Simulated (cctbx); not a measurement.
**Which space group?**

Cell: a = 7.3990 Å, b = 7.0650 Å, c = 5.6680 Å, α = 90.00°, β = 90.00°, γ = 90.00°. Expected content of the cell: Pt8 Pr4 Si4.

Simulated single-crystal data (cctbx): Mo Kα, λ = 0.71073 Å, to d = 0.8 Å, 80 % of the full sphere, strongest reflection 70000 counts, noise from counting, a 4 % proportional error and a noise floor of 8 counts (s.d.); no absorption, some extinction.

A first pass over the reflections prints:

```text
1938 reflections to d = 0.800 A
centring   violations  <I/sigma> of those
    A        784 of   983     16.4
    B        728 of   946     16.0
    C        804 of   955     17.3
    I        761 of   957     16.0
    R       1093 of  1298     17.1
    F       1158 of  1442     16.6
Laue class    unique    Rint  (classes that these axes allow; Friedel mates merged)
P -1             1162   0.023
P 1 2/m 1         653   0.027
P 1 1 2/m         663   0.027
P 2/m 1 1         647   0.027
P m m m           386   0.029
space group    extra absences  I>4sigma  <I/sigma>
P 2 2 2                 0          0         -  acentric
P 2 2 21                6          0       0.0  acentric
P 21 2 2                5          0       0.4  acentric
P 2 21 2                7          0       0.2  acentric
P 21 21 2              12          0       0.3  acentric
P 2 21 21              13          0       0.1  acentric
P 21 2 21              11          0       0.2  acentric
P 21 21 21             18          0       0.2  acentric
P m m 2                 0          0         -  acentric
P 2 m m                 0          0         -  acentric
P m 2 m                 0          0         -  acentric
P 21 m a              100          0      -0.0  acentric
P m 2 a               100          0      -0.0  acentric
P n m 21               86          0       0.1  acentric
P n 21 m               86          0       0.1  acentric
P n 21 a              186          0       0.0  acentric
P m m m                 0          0         -  centric
P m m a               100          0      -0.0  centric
P n m m :1             86          0       0.1  centric
P n m m :2             86          0       0.1  centric
P n m a               186          0       0.0  centric
Wilson B = 0.58 A^2   <|E^2-1|> = 0.883 (0.968 centric, 0.736 acentric)   E^2>4: 2.5 %
shell (A)         n   <I/sigma>
 7.07 - 1.59     60     29.5
 1.59 - 1.27     50     35.7
 1.27 - 1.11     49     31.0
 1.11 - 1.01     47     35.6
 1.01 - 0.94     44     34.2
 0.94 - 0.88     49     38.5
 0.88 - 0.84     41     35.1
 0.84 - 0.80     46     30.9
```

**Question.** What are the lattice type, the Laue class and the likely space group?

Every centring test has many violations, so the lattice is primitive.

Rint stays low (0.023 to 0.029) up to P m m m, the highest class in these axes.

21 settings pass the absence test. The most absences obeyed, 186, belong to P n 21 a and P n m a, which absences can't tell apart.

⟨|E²−1|⟩ = 0.883 leans to a centrosymmetric structure. The Wilson B of 0.58 Å² means U ≈ 0.0073 Å².

The true group is Pnma (no. 62), Laue class mmm, centrosymmetric. The tables only narrow the choice to the tied entries; cell content, site symmetry and trial solutions must settle it.

This is a model crystal, built by substitution and not relaxed, with assumed displacement parameters.

[Logs are printed without paths, hosts, clocks, repeated set-up lines and the standing remarks that a program may print on its own settings, such as how far it seeks lower states.]
